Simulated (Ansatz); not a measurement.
# How fast states decay through Sr4As2S, part 2 of 3

Wanted: the relaxed cell of Sr4As2S, its band edges and its decay constants. It is built by putting S for O in the Sr4As2O structure of space group I4/mmm, with the volume rescaled by atomic radii. The parent structure comes from the Materials Project.

Ansatz 0.2.0; PBE DFT, plane waves, PAW files (the session's first sound run).

So far. Step 2 (Cell and atoms at rest): The largest force component on a free atom ends at 0.0085 eV/Å.

The structure was built from a prototype and need not be the compound's stable phase.

**3. Band edges**

The energy window and the wavevectors of the next steps follow from the band edges, so these are searched first, off the mesh as well.

input.yaml

```yaml
crystal:
  lattice:
    - [-2.7088156393, 2.7088156393, 8.2086626561]
    - [2.7088156393, -2.7088156393, 8.2086626561]
    - [2.7088156393, 2.7088156393, -8.2086626561]
  atoms:
    - { symbol: Sr, position: [0.6847483109, 0.6847483109, 0.0] }
    - { symbol: Sr, position: [0.3152516891, 0.3152516891, 0.0] }
    - { symbol: Sr, position: [0.5, 0.0, 0.5] }
    - { symbol: Sr, position: [0.0, 0.5, 0.5] }
    - { symbol: As, position: [0.8698355896, 0.8698355896, 0.0] }
    - { symbol: As, position: [0.1301644104, 0.1301644104, 0.0] }
    - { symbol: S, position: [0.5, 0.5, 0.0] }
kpoints:
  mp_grid: { grid: [8, 8, 8] }
  band_path: { path: [VBM, CBM], npoints: 30 }
scf:
  occupations: { method: fixed }
hamiltonian:
  xc: pbe
output:
  eigenvalues: true
  write_potential: true
  write_density: true
  volumetric_format: npy
  elf: true
```

Command:

```console
$ ansatz run input.yaml --threads 2 --pin off --max-ram 4096MiB --backend cpu --events-out ev --progress --plain --runs-dir out
```

Numbers of over 12 decimals in the logs are rounded to 6 here.

What it wrote:

```text
[...]
Crystal: 7 atoms, lattice volume = 240.930 Å³
Basis set: ecut = 420 eV, 4675 PW (Γ)
Bands: 46, of which v1, the nominal top of the filled ones, is band 38 counted from 1 (37 counted from 0)
Symmetry: 16 space group operations
[...]
k-points: 59 of 512
[...]
SCF iter   1: F=—  HF=-24799.656890 eV  |F-HF|=—  |Δ(HF+E_count)|=         —  Δρ=1.90e-3  dr2=4.66e-2  ethr=1.77e-3  ⟨swp⟩=6.1  Hψ=10399  notcnv=0  defer=329
[...]
SCF iter   7: F=-24799.650938 eV  HF=-24799.650938 eV  |F-HF|=2.15e-8  |Δ(HF+E_count)|=   1.84e-7  Δρ=3.82e-6  dr2=4.49e-8  ethr=1.32e-10  ⟨swp⟩=16.4  Hψ=14689  notcnv=0
SCF 1 converged in 7 iterations: F = -24799.650938 eV  dr2 = 4.49e-8
[...]
NSCF: frozen V_eff on 30 k-points
[...]
SCF converged after 7 iterations
Free energy (F): -24799.650938 eV
[...]
Internal energy: -24799.650938 eV  (E = F + TS)
E sigma→0 (E₀):  -24799.650938 eV
Fermi energy:    6.446027 eV
[...]
--- Band table (eV; the first three rows and the last of 59) ---
  k-point 0: bands = [... 34 lower, 5.5450, 6.1421, 6.1421, 6.4460, 6.8188, 7.6573, 7.7575, 8.2938, ... 4 higher]
  k-point 1: bands = [... 34 lower, 5.4846, 5.5106, 5.9212, 6.3774, 7.4250, 7.8671, 8.1883, 8.2174, ... 4 higher]
  k-point 2: bands = [... 34 lower, 5.3703, 5.4545, 5.5311, 6.1341, 7.9934, 8.1383, 8.6323, 8.9782, ... 4 higher]
  k-point 58: bands = [... 34 lower, 5.4950, 5.4950, 6.0379, 6.0379, 7.3737, 7.6685, 7.7116, 7.8003, ... 4 higher]
```

It took 27 s on 2 threads of Arm Neoverse V2, shared host; peak memory 0.81 GiB.

This step gave:

| Property | Result |
| --- | --- |
| free energy | -24799.6509 eV |
| Fermi energy | 6.446 eV |
| gap on the k-mesh | 0.3728 eV |
| gap on path | 0.3728 eV, by band count; negative where bands overlap |
| direct gap on path | 0.3728 eV |
| edge places on path | 0, 0 1/A along the path |

Levels at VBM (eV): -3.55, -2.56, -2.56, -2.13, -0.90, -0.90, -0.30, -0.30, 0.00, 0.37, 1.21, 1.31, 1.85, 1.85, 2.02, 2.62, 2.95.

ELF in the ac plane of the conventional cell at fractional y = 0.000, with atoms of Sr and As and S within 0.2 Å of it. It is the smooth field of the valence electrons, not physical close to the nuclei.

Values, 24 rows by 15 columns, each cell a mean:
```
0.41 0.39 0.27 0.11 0.26 0.72 0.79 0.56 0.67 0.80 0.49 0.12 0.19 0.35 0.41
0.70 0.71 0.69 0.50 0.22 0.20 0.39 0.51 0.46 0.29 0.18 0.36 0.63 0.71 0.70
0.33 0.49 0.67 0.71 0.59 0.31 0.11 0.06 0.08 0.20 0.46 0.68 0.70 0.59 0.37
0.33 0.47 0.65 0.70 0.64 0.47 0.23 0.12 0.16 0.35 0.57 0.69 0.69 0.59 0.36
0.68 0.69 0.70 0.67 0.56 0.37 0.19 0.11 0.14 0.28 0.48 0.62 0.69 0.70 0.68
0.35 0.31 0.25 0.23 0.21 0.16 0.10 0.07 0.08 0.12 0.19 0.23 0.24 0.29 0.34
0.70 0.74 0.56 0.19 0.04 0.04 0.07 0.08 0.07 0.05 0.03 0.09 0.39 0.68 0.72
0.25 0.71 0.82 0.42 0.05 0.04 0.08 0.11 0.10 0.06 0.03 0.18 0.70 0.83 0.45
0.74 0.72 0.51 0.16 0.03 0.05 0.08 0.10 0.09 0.07 0.04 0.06 0.34 0.66 0.74
0.29 0.25 0.17 0.09 0.04 0.03 0.06 0.08 0.07 0.04 0.03 0.06 0.13 0.21 0.28
0.76 0.76 0.69 0.37 0.09 0.28 0.57 0.67 0.63 0.43 0.13 0.19 0.58 0.74 0.76
0.28 0.67 0.84 0.50 0.24 0.72 0.74 0.37 0.56 0.82 0.45 0.27 0.75 0.81 0.42
0.46 0.73 0.83 0.49 0.20 0.66 0.78 0.56 0.67 0.78 0.39 0.26 0.73 0.83 0.57
0.67 0.66 0.57 0.30 0.07 0.15 0.39 0.51 0.46 0.28 0.08 0.15 0.47 0.63 0.67
0.34 0.27 0.15 0.06 0.03 0.04 0.05 0.05 0.05 0.04 0.03 0.04 0.10 0.22 0.32
0.69 0.79 0.65 0.24 0.04 0.05 0.09 0.11 0.10 0.07 0.03 0.10 0.47 0.76 0.73
0.28 0.72 0.81 0.41 0.05 0.04 0.08 0.10 0.09 0.06 0.03 0.18 0.69 0.83 0.48
0.67 0.62 0.41 0.14 0.05 0.05 0.07 0.07 0.07 0.06 0.05 0.07 0.26 0.54 0.66
0.40 0.38 0.37 0.36 0.31 0.21 0.12 0.08 0.09 0.16 0.27 0.34 0.37 0.38 0.39
0.65 0.69 0.72 0.70 0.59 0.41 0.21 0.11 0.15 0.31 0.51 0.66 0.72 0.71 0.66
0.26 0.41 0.64 0.70 0.65 0.46 0.22 0.11 0.15 0.34 0.58 0.69 0.68 0.55 0.29
0.43 0.56 0.69 0.70 0.51 0.24 0.10 0.08 0.08 0.14 0.38 0.64 0.71 0.64 0.48
0.70 0.69 0.63 0.38 0.17 0.32 0.57 0.67 0.63 0.45 0.19 0.25 0.54 0.68 0.70
0.29 0.27 0.18 0.08 0.32 0.78 0.74 0.37 0.56 0.83 0.58 0.12 0.12 0.24 0.29
```
Columns run along a (5.4 Å), rows up along c (16.4 Å), edges of the conventional cell, whose origin can differ from the input's. Atoms in or near the plane, at fractional coordinates: Sr at (0.00, 0.68), Sr at (0.00, 0.32), Sr at (0.50, 0.50), Sr at (0.50, 0.00), As at (0.00, 0.87), As at (0.00, 0.13), S at (0.00, 0.50).

Electrostatic potential energy in the ac plane of the conventional cell at fractional y = 0.000, with atoms of Sr and As and S within 0.2 Å of it. With pseudopotentials it is smooth inside the atoms' cores, unlike the true potential.

Ten even steps from '0' (-101 eV) to '9' (11 eV), each cell a mean:
```
999997312689999
999999888999999
988999999999989
988999999999989
899999999999999
999999999999999
468999999999874
016899999999840
568999999999975
999999999999999
899999877899998
668997200589976
678997312689976
999999888999999
999999999999999
258999999999863
016899999999840
678999999999986
999999999999999
889999999999998
998999999999889
988999999999989
999999877899999
999997200589999
```
Columns run along a (5.4 Å; values clipped at the 3rd and 97th percentile), rows up along c (16.4 Å), edges of the conventional cell, whose origin can differ from the input's. Atoms in or near the plane, at fractional coordinates: Sr at (0.00, 0.68), Sr at (0.00, 0.32), Sr at (0.50, 0.50), Sr at (0.50, 0.00), As at (0.00, 0.87), As at (0.00, 0.13), S at (0.00, 0.50).

Valence density in the ac plane of the conventional cell at fractional y = 0.000, with atoms of Sr and As and S within 0.2 Å of it. It is the smooth field of the valence electrons, not physical close to the nuclei.

Ten steps, logarithmic in the rise over the least value, from '_' (0 e/Å³) to '@' (20 e/Å³), each cell a mean:
```
________..--++++++==::________
::::....__....::::..____....::
@@**--..______________..::++%%
@@**--..______________..::++%%
::::..__________________..::::
....______________________....
====::__________________..--==
++++==..________________::++++
====::__________________..--==
....________________________..
--::....__..::----::..__..::::
::----::::==++++++==::..::----
------....--++++++==::..::----
::::..______..::::..____....::
....______________________....
++==--..________________::==++
++++==..________________::++++
==--::__________________..::==
....______________________....
==--....________________..::--
@@##--..______________..::++@@
%%++::..______________..::==##
::....____..::----::..__......
________..--++++++==::________
```
Columns run along a (5.4 Å), rows up along c (16.4 Å), edges of the conventional cell, whose origin can differ from the input's. Atoms in or near the plane, at fractional coordinates: Sr at (0.00, 0.68), Sr at (0.00, 0.32), Sr at (0.50, 0.50), Sr at (0.50, 0.00), As at (0.00, 0.87), As at (0.00, 0.13), S at (0.00, 0.50).

The searched edges give 0.373 eV, as on the mesh.

**4. Complex bands**

This step: PBE DFT, plane waves, PAW files; complex bands by layer matching along the plane's normal (Ansatz 0.2.0).

The same crystal is laid in a cell whose first two vectors span the (001) plane (indices of the standard conventional cell, whose axes can be ordered otherwise than in the bulk input). At fixed energy and wavevector in the plane the solver finds all kz, real and complex. A few wavevectors are listed, (0, 0) and (0.5, 0) in units of the plane's reciprocal vectors; the slowest state needn't be among them.

input.yaml

```yaml
crystal:
  lattice:
    - [5.417631279, 0.0, 0.0]
    - [0.0, 5.417631279, 0.0]
    - [2.708815639, 2.708815639, 8.208662656]
  atoms:
    - { symbol: Sr, position: [0.3152516891, 0.3152516891, 0.3694966218] }
    - { symbol: Sr, position: [0.6847483109, 0.6847483109, 0.6305033782] }
    - { symbol: Sr, position: [0.0, 0.5, 0.0] }
    - { symbol: Sr, position: [0.5, 0.0, 0.0] }
    - { symbol: As, position: [0.1301644104, 0.1301644104, 0.7396711792] }
    - { symbol: As, position: [0.8698355896, 0.8698355896, 0.2603288208] }
    - { symbol: S, position: [0.5, 0.5, 0.0] }
kpoints:
  mp_grid: { grid: [6, 6, 6] }
scf:
  occupations: { method: fixed }
hamiltonian:
  xc: pbe
output:
  eigenvalues: true
  transmission:
    leads: [[0, 0]]
    kpoints: [[0.0, 0.0], [0.5, 0.0]]
    e_range: [-1.0, 1.37]
    de: 0.06
```

What it wrote:

```text
[...]
Crystal: 7 atoms, lattice volume = 240.930 Å³
Basis set: ecut = 420 eV, 4675 PW (Γ)
Bands: 46, of which v1, the nominal top of the filled ones, is band 38 counted from 1 (37 counted from 0)
Symmetry: 16 space group operations
[...]
k-points: 30 of 216
[...]
SCF iter   1: F=—  HF=-24799.655319 eV  |F-HF|=—  |Δ(HF+E_count)|=         —  Δρ=1.90e-3  dr2=4.65e-2  ethr=1.77e-3  ⟨swp⟩=6.0  Hψ=5203  notcnv=0  defer=167
[...]
SCF iter   7: F=-24799.649774 eV  HF=-24799.649774 eV  |F-HF|=2.42e-8  |Δ(HF+E_count)|=   2.43e-7  Δρ=3.83e-6  dr2=4.42e-8  ethr=1.32e-10  ⟨swp⟩=16.2  Hψ=7844  notcnv=0
SCF 1 converged in 7 iterations: F = -24799.649774 eV  dr2 = 4.42e-8
[...]
transmission: 17 of 34 steps passed
transmission: 34 of 34 steps passed
SCF converged after 7 iterations
Free energy (F): -24799.649774 eV
[...]
Internal energy: -24799.649774 eV  (E = F + TS)
E sigma→0 (E₀):  -24799.649774 eV
Fermi energy:    6.446586 eV
[...]
--- Band table (eV; the first three rows and the last of 30) ---
  k-point 0: bands = [... 34 lower, 5.5455, 6.1426, 6.1426, 6.4466, 6.8190, 7.6574, 7.7576, 8.2938, ... 4 higher]
  k-point 1: bands = [... 34 lower, 5.5348, 6.0155, 6.1109, 6.1109, 7.1667, 7.6158, 7.6702, 8.4526, ... 4 higher]
  k-point 2: bands = [... 34 lower, 5.5097, 5.5549, 6.0592, 6.0592, 7.4396, 7.5213, 7.6974, 8.0143, ... 4 higher]
  k-point 29: bands = [... 34 lower, 5.3445, 5.3657, 5.4380, 5.8058, 8.3825, 8.4565, 8.6446, 8.7100, ... 4 higher]
--- Transmission ---
  basis      : 253 plane waves across, 17 finite elements along
  points     : 2, as listed
  energies   : 40 from -1.000000 to 1.340000 eV about the Fermi level, 0.060000 eV apart; the leads are filled to 0.186222 eV, and channels, transmission and decay are at 0.200000 eV
  crystal 0  : Sr4As2S1, at the sites [0, 0], period 8.2087 Å: whole cells are its period
    offset         : up to 0.0000 Å between an atom of the period and one for which it stands
    channels       : 0.000000e0 a spin
    conductance    : none, the energies end too early or step too widely for 300 K: set another output.transmission.e_range or a lower de, or, where they end at an eighth of basis.ecutwfc, a higher one
    slowest decay  : 0.0419 /Å at (0.0000, 0.0000)
```

The job ended after 55 s (2 threads; peak memory 0.95 GiB).

This step gave:

* free energy: -24799.6498 eV
* Fermi energy: 6.447 eV
* gap on the k-mesh: 0.3724 eV
* level to which the leads are filled: 0.1862 eV from the Fermi level
* decay constant at the filling level, zone centre: 0.04193 Å⁻¹
* decay constant at the filling level, slowest listed point: 0.0419 Å⁻¹

K parallel (0, 0); values up to 1.5 1/Å, a degenerate pair printed once or twice; energies at which all values exceed this have no row. The Im kz of the slowest decaying states by energy, zero at the highest filled level on the SCF mesh:

| energy (eV) | decay 1 (Å⁻¹) | decay 2 (Å⁻¹) | decay 3 (Å⁻¹) | decay 4 (Å⁻¹) |
| --- | --- | --- | --- | --- |
| -1.000 | 0.175 | 0.191 | 0.515 | 0.623 |
| -0.880 | 0.174 | 0.195 | 0.423 | 0.606 |
| -0.820 | 0.202 | 0.344 | 0.598 | 0.603 |
| -0.700 | 0.213 | 0.365 | 0.581 | 0.584 |
| -0.640 | 0.218 | 0.363 | 0.572 | 0.574 |
| -0.520 | 0.224 | 0.341 | 0.553 | 0.555 |
| -0.460 | 0.203 | 0.226 | 0.424 | 0.542 |
| -0.340 | 0.230 | 0.488 | 0.519 | 0.529 |
| -0.280 | 0.0973 | 0.231 | 0.507 | 0.508 |
| -0.160 | 0.199 | 0.231 | 0.483 | 0.502 |
| -0.040 | 0.230 | 0.237 | 0.458 | 0.483 |
| 0.020 | 0.0185 | 0.229 | 0.248 | 0.444 |
| 0.140 | 0.0404 | 0.226 | 0.264 | 0.415 |
| 0.200 | 0.0419 | 0.224 | 0.269 | 0.400 |
| 0.320 | 0.0299 | 0.218 | 0.275 | 0.367 |
| 0.380 | 0.214 | 0.276 | 0.350 | 0.417 |
| 0.500 | 0.206 | 0.277 | 0.311 | 0.399 |
| 0.620 | 0.195 | 0.266 | 0.274 | 0.381 |
| 0.680 | 0.189 | 0.239 | 0.272 | 0.372 |
| 0.800 | 0.173 | 0.175 | 0.266 | 0.355 |
| 0.860 | 0.127 | 0.167 | 0.262 | 0.348 |
| 0.980 | 0.148 | 0.252 | 0.333 | 0.401 |
| 1.040 | 0.136 | 0.246 | 0.327 | 0.359 |
| 1.160 | 0.106 | 0.221 | 0.232 | 0.315 |
| 1.220 | 0.0834 | 0.224 | 0.309 | 0.578 |
| 1.340 | 0.0347 | 0.0466 | 0.0901 | 0.206 |

K parallel (0, 0). Re kz of states that move upwards against energy, zero at the highest filled level on the SCF mesh:

| energy (eV) | channel 1 (Å⁻¹) | channel 2 (Å⁻¹) | channel 3 (Å⁻¹) |
| --- | --- | --- | --- |
| -1.000 | -0.313 | - | - |
| -0.940 | -0.276 | -0.272 | -0.272 |
| -0.820 | -0.229 | - | - |
| -0.760 | -0.211 | - | - |
| -0.700 | -0.194 | - | - |
| -0.580 | -0.163 | - | - |
| -0.520 | -0.149 | - | - |
| -0.460 | -0.134 | - | - |
| -0.340 | -0.138 | -0.138 | -0.106 |
| -0.280 | -0.0924 | - | - |
| -0.220 | -0.0782 | - | - |
| -0.100 | -0.0474 | - | - |
| -0.040 | -0.0281 | - | - |
| 0.020 | - | - | - |
| 0.140 | - | - | - |
| 0.200 | - | - | - |
| 0.320 | - | - | - |
| 0.380 | 0.0125 | - | - |
| 0.440 | 0.0408 | - | - |
| 0.560 | 0.0790 | - | - |
| 0.620 | 0.0970 | - | - |
| 0.680 | 0.115 | - | - |
| 0.800 | 0.153 | - | - |
| 0.860 | 0.173 | - | - |
| 0.920 | 0.194 | - | - |
| 1.040 | -0.214 | 0.240 | - |
| 1.100 | -0.172 | 0.267 | - |
| 1.160 | -0.133 | 0.300 | - |
| 1.280 | -0.0518 | - | - |
| 1.340 | - | - | - |

K parallel (0.5, 0); values up to 1.5 1/Å, a degenerate pair printed once or twice; energies at which all values exceed this have no row. Im kz of the slowest decaying states against energy, zero at the highest filled level on the SCF mesh:

| energy (eV) | decay 1 (Å⁻¹) | decay 2 (Å⁻¹) | decay 3 (Å⁻¹) | decay 4 (Å⁻¹) |
| --- | --- | --- | --- | --- |
| -1.000 | 0.106 | 0.347 | 0.471 | 0.860 |
| -0.880 | 0.130 | 0.477 | 0.844 | 1.14 |
| -0.760 | 0.134 | 0.147 | 0.483 | 0.826 |
| -0.640 | 0.122 | 0.337 | 0.489 | 0.809 |
| -0.520 | 0.0785 | 0.395 | 0.494 | 0.790 |
| -0.400 | 0.430 | 0.499 | 0.771 | 1.09 |
| -0.280 | 0.123 | 0.454 | 0.503 | 0.751 |
| -0.160 | 0.163 | 0.472 | 0.508 | 0.729 |
| -0.040 | 0.188 | 0.485 | 0.512 | 0.707 |
| 0.020 | 0.197 | 0.491 | 0.514 | 0.695 |
| 0.080 | 0.205 | 0.497 | 0.516 | 0.683 |
| 0.200 | 0.218 | 0.506 | 0.520 | 0.657 |
| 0.260 | 0.223 | 0.511 | 0.523 | 0.644 |
| 0.380 | 0.231 | 0.519 | 0.528 | 0.615 |
| 0.500 | 0.237 | 0.529 | 0.534 | 0.584 |
| 0.620 | 0.242 | 0.540 | 0.542 | 0.552 |
| 0.740 | 0.244 | 0.519 | 0.544 | 0.564 |
| 0.860 | 0.245 | 0.488 | 0.545 | 0.625 |
| 0.980 | 0.244 | 0.458 | 0.544 | 0.596 |
| 1.100 | 0.242 | 0.429 | 0.516 | 0.539 |
| 1.220 | 0.237 | 0.400 | 0.465 | 0.532 |
| 1.340 | 0.229 | 0.371 | 0.419 | 0.522 |

At the listed wavevectors the last open channel is at -0.04 eV and the next at +0.38 eV on the grid. At +0.20 eV, the grid energy nearest the filling level (the middle of the gap on the SCF mesh), the slowest state at the listed wavevectors decays with κ = 0.0419 Å⁻¹, its amplitude falling by e over 24 Å. Through 1 nm of this crystal that state's transmission falls by exp(−2 × 0.0419 Å⁻¹ × 10 Å) = 0.43.

**5. Decay over the two-dimensional zone**

The listed points could miss the slowest state, so one energy near mid-gap is solved on a mesh of 8×8.

input.yaml, as its differences from that of step 4:

```diff
@@ -21,6 +21,2 @@
   eigenvalues: true
-  transmission:
-    leads: [[0, 0]]
-    kpoints: [[0.0, 0.0], [0.5, 0.0]]
-    e_range: [-1.0, 1.37]
-    de: 0.06
+  transmission: { leads: [[0, 0]], kmesh: [8, 8], e_range: [0.19, 0.2], de: 0.05 }
```

What it wrote:

```text
[...]
Crystal: 7 atoms, lattice volume = 240.930 Å³
Basis set: ecut = 420 eV, 4675 PW (Γ)
Bands: 46, of which v1, the nominal top of the filled ones, is band 38 counted from 1 (37 counted from 0)
Symmetry: 16 space group operations
[...]
k-points: 30 of 216
[...]
SCF iter   1: F=—  HF=-24799.655319 eV  |F-HF|=—  |Δ(HF+E_count)|=         —  Δρ=1.90e-3  dr2=4.65e-2  ethr=1.77e-3  ⟨swp⟩=6.0  Hψ=5203  notcnv=0  defer=167
[...]
SCF iter   7: F=-24799.649774 eV  HF=-24799.649774 eV  |F-HF|=2.42e-8  |Δ(HF+E_count)|=   2.43e-7  Δρ=3.83e-6  dr2=4.42e-8  ethr=1.32e-10  ⟨swp⟩=16.2  Hψ=7844  notcnv=0
SCF 1 converged in 7 iterations: F = -24799.649774 eV  dr2 = 4.42e-8
[...]
transmission: 34 of 255 steps passed
transmission: 51 of 255 steps passed
[...]
transmission: 255 of 255 steps passed
SCF converged after 7 iterations
Free energy (F): -24799.649774 eV
[...]
Internal energy: -24799.649774 eV  (E = F + TS)
E sigma→0 (E₀):  -24799.649774 eV
Fermi energy:    6.446586 eV
[...]
--- Band table (eV; the first three rows and the last of 30) ---
  k-point 0: bands = [... 34 lower, 5.5455, 6.1426, 6.1426, 6.4466, 6.8190, 7.6574, 7.7576, 8.2938, ... 4 higher]
  k-point 1: bands = [... 34 lower, 5.5348, 6.0155, 6.1109, 6.1109, 7.1667, 7.6158, 7.6702, 8.4526, ... 4 higher]
  k-point 2: bands = [... 34 lower, 5.5097, 5.5549, 6.0592, 6.0592, 7.4396, 7.5213, 7.6974, 8.0143, ... 4 higher]
  k-point 29: bands = [... 34 lower, 5.3445, 5.3657, 5.4380, 5.8058, 8.3825, 8.4565, 8.6446, 8.7100, ... 4 higher]
--- Transmission ---
  basis      : 253 plane waves across, 17 finite elements along
  points     : 15, standing for a mesh of 8 x 8
  energies   : 1 from 0.190000 to 0.190000 eV about the Fermi level; the leads are filled to 0.186222 eV, and channels, transmission and decay are at 0.190000 eV
  crystal 0  : Sr4As2S1, at the sites [0, 0], period 8.2087 Å: whole cells are its period
[...]
channels       : 0.000000e0 a spin
    conductance    : none, crystal 0 has no channel at the energies, or these end too early or step too widely for 300 K: set another output.transmission.e_range or a lower de, or, where they end at an eighth of basis.ecutwfc, a higher one
    slowest decay  : 0.0420 /Å at (0.0000, 0.0000)
```

The job ended after 46 s (2 threads; peak memory 0.75 GiB; 82 s of CPU time).

Numbers from this step:

```yaml
least_decay_constant_on_the_mesh: 0.042 Å⁻¹
```

Slowest decay constant (1/Å; 0 where a channel is open) over k1 and k2. At 0.1900 eV from the Fermi level.

Ten even steps from '0' (0.042) to '9' (0.263):
```
88877788
88889888
87843487
77930397
87843487
88889888
88877788
88887888
```
Columns: k1 (b1) from -0.5 to 0.375; rows upwards: k2 (b2) from -0.5 to 0.375.

The least value on the mesh is 0.042 Å⁻¹ at +0.19 eV. At that energy the listed points give about 0.0417 Å⁻¹ by interpolation, so the mesh holds no clearly slower state.

(Part 2 of 3 ends here.)

[Logs are printed without paths, hosts, clocks, repeated set-up lines and the standing remarks that a program may print on its own settings, such as how far it seeks lower states.]

[Hosts, paths, dates, database ids (printed as entryN), source tags and the programs' standing remarks are cut or masked in the printed files.]
